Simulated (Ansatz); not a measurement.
# Sc (model cell, started as body-centred cubic): from the cell to its phonons, part 2 of 2

Aim: the vibrations of Sc (model cell, started as body-centred cubic), their spectra, and whether the structure is stable.

Ansatz 0.2.0; DFT PBEsol, scalar-relativistic, plane waves, PAW; PAW set soft_1.

So far. Step 3 (Tight relaxation): The forces vanish by symmetry and the pressure is 0.008 GPa, within the tolerances set. The cell now holds 23.85 Å³/atom. The relaxed cell has a = 3.626 Å (conventional setting).

This is not the structure that Sc takes at ambient pressure and room temperature (hexagonal, No. 194); it is a model or a phase of other conditions.

### Step 4. Response at finite wavevector

Stability and thermal properties need the whole zone. Linear response on a 4×4×4 q mesh gives force constants as far as a supercell of that size would.

input.yaml reads:

```yaml
crystal:
  lattice:
    - [-1.8132278844, 1.8132278844, 1.8132278844]
    - [1.8132278844, -1.8132278844, 1.8132278844]
    - [1.8132278844, 1.8132278844, -1.8132278844]
  atoms:
    - { symbol: Sc, position: [0.0, 0.0, 0.0] }
kpoints:
  mp_grid: { grid: [16, 16, 16] }
hamiltonian:
  xc: pbesol
  pseudopotentials: { kind: paw, azcp: { folder: soft_1 }, xc_functional: pbe }
scf:
  occupations: { method: methfessel_paxton, width: 0.2 }
output:
  eigenvalues: true
phonons:
  method: dfpt
  qmesh: [4, 4, 4]
  temperatures: { t_max: 1000, t_step: 50 }
  qpath:
    path:
      - [[0.0, 0.0, 0.0], [0.5, -0.5, 0.5], [0.0, 0.0, 0.5], [0.0, 0.0, 0.0], [0.25, 0.25, 0.25], [0.5, -0.5, 0.5]]
      - [[0.25, 0.25, 0.25], [0.0, 0.0, 0.5]]
    npoints: 10
```

Run with:

```console
$ ansatz run input.yaml --threads 8 --pin off --max-ram 16384MiB --backend cpu --events-out ev --progress --plain --runs-dir out
```

Numbers of over 12 decimals in the logs are rounded to 6 here.

What it wrote:

```text
[...]
Crystal: 1 atoms, lattice volume = 23.846 Å³
Basis set: ecut = 420 eV, 459 PW (Γ), exchange–correlation on 48×48×48 points (8 copies of the dense FFT grid, shifted against one another)
Bands: 10, of which v1, the nominal top of the filled ones, is band 6 counted from 1 (5 counted from 0)
Symmetry: 48 space group operations
k-points: 145 of 4096
[...]
SCF iter   1: F=—  HF=-2111.346096 eV  |F-HF|=—  |Δ(HF+E_count)|=         —  Δρ=2.91e-2  dr2=2.59e-1  ethr=3.10e-3  ⟨swp⟩=4.1  Hψ=6962  notcnv=0
[...]
SCF iter   8: F=-2111.259789 eV  HF=-2111.259789 eV  |F-HF|=9.09e-13  |Δ(HF+E_count)|=  1.06e-10  S|Δr|=    0.00e0  Δρ=6.75e-8  dr2=7.12e-13  ethr=1.00e-12  ⟨swp⟩=3.5  Hψ=5982  notcnv=0
SCF 1 converged in 8 iterations: F = -2111.259789 eV  dr2 = 7.12e-13
[...]
NSCF: frozen V_eff on 145 k-points
[...]
DFPT response loops at q = (0, 0, 0) (fractional): preconditioner auto → Kerker (q_TF=auto, 2.398 Å⁻¹) (partly filled bands, converged f_vac=0.000); β = 1.00, the filter's whole step (`scf.mixing.beta` (0.50) is not read by the response loops under this deck's `scf.mixing.preconditioner`; to damp them name `kerker` or `kerker_dos`, under which they read `scf.mixing.beta`, and type it under 1.00, their step now; both keys bind the ground state too); Broyden in place of MSR1
[...]
SCF converged after 8 iterations
[...]
Free energy (F): -2111.259789 eV
[...]
Internal energy: -2111.258022 eV  (E = F + TS)
E sigma→0 (E₀):  -2111.259348 eV
Entropy (-TS):   -0.001767 eV (-1.767 meV/atom)
Fermi energy:    9.515408 eV
[...]
--- Band table (eV; the first three rows and the last of 145) ---
[...]
--- Phonons (Γ-DFPT): 1 representative perturbation + reference (Σ response iterations 3) ---
  ASR residual: 9.252e-6 → 0.000e0 eV/Å²; symmetrization residual: 6.821e-13 eV/Å²
  ASR residual per site (eV/Å²): 9.25e-6
  Γ frequencies (cm⁻¹): 0.00 0.00 0.00
--- Phonons (arbitrary-q DFPT): 8 irreducible q on the 4×4×4 mesh ---
  q = [0.0000, 0.0000, 0.0000] (star 1, of the zone-centre solve; hermiticity 1.37e-8, symmetrization 7.37e-8): 0.00 0.00 0.00
  q = [0.0000, 0.0000, 0.2500] (star 12, 2 solved perturbations in 3336 linear systems a pass and spin channel, the states on 2176 of 4096 k-point pairs; hermiticity 2.60e-13, symmetrization 5.47e-13): -54.93 84.16 140.14
[...]
q = [0.2500, 0.2500, 0.2500] (star 2, 1 solved perturbation on 589 of 4096 k-point pairs; hermiticity 9.87e-14, symmetrization 5.40e-13): 158.37 158.37 158.37
[...]
sum rule: each row above includes the acoustic sum rule's correction from the zone centre's row sums; it moved no ω² by more than (0.24 cm⁻¹)²
  mesh force constants: q→R imaginary residual 0.00e0; ASR residual 9.252e-6 → 0.000e0 eV/Å²; symmetrization residual 2.220e-15 eV/Å²
  interpolated dispersion: 62 rows × 3 modes
  density of states and harmonic sums: on the 24×24×24 q-mesh, interpolated from the force constants of a 4×4×4 supercell (no non-analytic term)
  largest difference from the sums on the solved wave vectors: F 2.75e-2 eV, S 3.25e-5 and C_V 7.84e-6 eV/K
  zero-point energy: 0.021216 eV/cell   skipped modes (ω ≤ 0): 243, of them read as no rigid motion or as one in doubt: 240 (6.448e-1 modes/cell left out, lowest -96.88 cm⁻¹)   left out of the sums: 2.15e-1 of the cell's modes: C_V's classical limit lies that fraction below 3 k_B per atom; for a crystal, a wire or a layer, F and S can be off by more, and a phonons.interpolated_qmesh denser along its periods is the remedy for the sampling
```

Elapsed: 49 s, on 8 threads of Arm Neoverse V2, shared host; peak memory 2.4 GiB.

In the SCF lines HF is the Harris–Foulkes energy and dr2 the Hartree energy of the density residual, in eV; the loop may stop once dr2 is under the threshold and the program's other checks hold. Hψ counts applications of the Hamiltonian.

Numbers from this step:

```yaml
sum_rule_residual_before_enforcement: 9.25e-6 eV/Å²
lowest_frequency_on_the_path: -96.88 cm⁻¹
highest_frequency_on_the_path_or_at_a_solved_wavevector: 222.8 cm⁻¹
lowest_mode_on_the_q_mesh_acoustic_modes_at_gamma_apart: -96.88 cm⁻¹
```

Frequencies (cm⁻¹) solved at each irreducible wavevector; negative means imaginary. Frequencies by wavevector, by row:

| q in reciprocal lattice units | star | mode 1 | mode 2 | mode 3 |
| --- | --- | --- | --- | --- |
| 0 0 0 | 1 | 0 | 0 | 0 |
| 0 0 0.25 | 12 | -54.9 | 84.2 | 140.1 |
| 0 0 -0.5 | 6 | -96.9 | 134.9 | 190.8 |
| 0 0.25 0.25 | 24 | -63.3 | 149.2 | 188.8 |
| 0.25 0.25 0.25 | 2 | 158.4 | 158.4 | 158.4 |
| 0.25 0.25 -0.25 | 6 | 69.8 | 128.8 | 128.8 |
| 0.25 -0.5 -0.5 | 12 | 98.3 | 179 | 208.3 |
| -0.5 -0.5 -0.5 | 1 | 222.8 | 222.8 | 222.8 |

Interpolated from a 4×4×4 q mesh. The phonon branches at the labelled points (cm⁻¹):

| point | branch 1 | branch 2 | branch 3 |
| --- | --- | --- | --- |
| Γ | 0 | 0 | 0 |
| halfway | 70 | 129 | 129 |
| H | 223 | 223 | 223 |
| halfway | 98 | 179 | 208 |
| N | -97 | 135 | 191 |
| halfway | -55 | 84 | 140 |
| Γ | 0 | 0 | 0 |
| halfway | 61 | 61 | 172 |
| P | 158 | 158 | 158 |
| halfway | -19 | 195 | 195 |
| H | 223 | 223 | 223 |
| jump to P | 158 | 158 | 158 |
| halfway | 26 | 156 | 190 |
| N | -97 | 135 | 191 |

The phonon branches as a text plot (rows in cm⁻¹):

```
    216 |          ******                              ****
    203 |         *   ** **                           *
    189 |        **     *  ****             ***    ***  *   *****
    176 |              * *     **          *   * **        *
    163 |       *         *                     *          ***
    150 |        *         *              *            *   *  *
    136 |               *   ***  *             *               **
    123 |     **               *  *      *    *  *
    110 |       *               *
     96 |    *           *         *         *        *     *
     83 |                        *      *   *     *
     70 |  ** **                  * *                        *
     56 |    *                             *
     43 | **              *        *   *  *
     30 |                           **   *
     16 | *                          * **
      3 |*                           **
    -10 |                           *
    -24 |                          *               * *
    -37 |                         *
    -50 |                        *                            *
    -64 |                                           *
    -77 |                       *
    -90 |                  *****                               **
         Γ           H       N        Γ         P        H|P    N
```

Tetrahedra on a 24×24×24 mesh, mean over bins of 5 cm-1. Interpolated from a 4×4×4 q mesh. Phonon density of states against wavenumber; read off at these points:

wavenumber (cm⁻¹), phonon density of states (1/cm⁻¹/cell) and a bar:
```
      -98     0.0004 
      -88     0.0060 ####
      -78     0.0099 ######
      -68     0.0138 ########
      -62     0.0125 ########
      -52     0.0086 #####
      -42     0.0060 ####
      -32     0.0045 ###
      -22     0.0036 ##
       -8     0.0028 ##
        2     0.0029 ##
       12     0.0032 ##
       22     0.0028 ##
       32     0.0032 ##
       48     0.0038 ##
       58     0.0046 ###
       68     0.0051 ###
       78     0.0058 ###
       92     0.0070 ####
      102     0.0080 #####
      112     0.0091 #####
      122     0.0108 #######
      132     0.0140 #########
      148     0.0169 ##########
      158     0.0185 ###########
      168     0.0167 ##########
      178     0.0186 ###########
      188     0.0365 #######################
      192     0.0481 ##############################
      202     0.0111 #######
      212     0.0062 ####
      222     0.0009
```

Second derivatives of the energy by pair, one row for each kind of neighbour of each atom listed. Each entry sums the pair over the periodic images of the supercell that the q mesh stands for, and in a polar crystal it holds the long-range dipole part too. Force constants by pair, by row:

| atom | neighbour | distance (Å) | third of the trace (eV/Å²) | along the pair's line (eV/Å²) |
| --- | --- | --- | --- | --- |
| Sc1 | itself | 0 | 2.925 | – |
| Sc1 | Sc | 3.141 | -0.4452 | -1.543 |
| Sc1 | Sc | 3.626 | -0.0103 | 0.2498 |
| Sc1 | Sc | 5.129 | 0.1144 | 0.2256 |
| Sc1 | Sc | 6.014 | -0.0225 | -0.0822 |
| Sc1 | Sc | 6.281 | 0.0359 | 0.0905 |
| Sc1 | Sc | 7.253 | -0.0579 | -0.2345 |

Symmetry leaves 8 wavevectors to solve. The lowest mode among them, the acoustic zeros apart, lies at q = (0, 0, -0.5) and is imaginary, 96.9i cm⁻¹, so the energy falls along it.

### Step 5. Results

```yaml
space_group_after_relaxation_within_0p01_a: Im-3m
volume_per_atom: 23.8 Å³
electronic_character: no gap on this mesh
lowest_mode_on_the_q_mesh_acoustic_modes_at_gamma_apart: -96.9 cm⁻¹
highest_frequency_on_the_path_or_at_a_solved_wavevector: 223 cm⁻¹
imaginary_modes_on_the_4x4x4_q_mesh: yes
```

Modes are clearly imaginary (beyond 10i cm⁻¹) at 3 of the 8 irreducible wavevectors, most at q = (0, 0, -0.5) (96.9i cm⁻¹), so this structure is not a minimum of the energy. With no gap, or one that is small against the smearing, the frequencies hang on the k mesh and the smearing, most of all near Kohn anomalies. The PAW files were made for PBE and serve the other functionals too. The starting cell was built on a prototype and not taken from a measurement, so the phase need not exist. These are harmonic frequencies at zero temperature: anharmonic shifts, linewidths and thermal expansion are left out.

[Logs are printed without paths, hosts, clocks, repeated set-up lines and the standing remarks that a program may print on its own settings, such as how far it seeks lower states.]

[Hosts, paths, dates, database ids (printed as entryN), source tags and the programs' standing remarks are cut or masked in the printed files.]
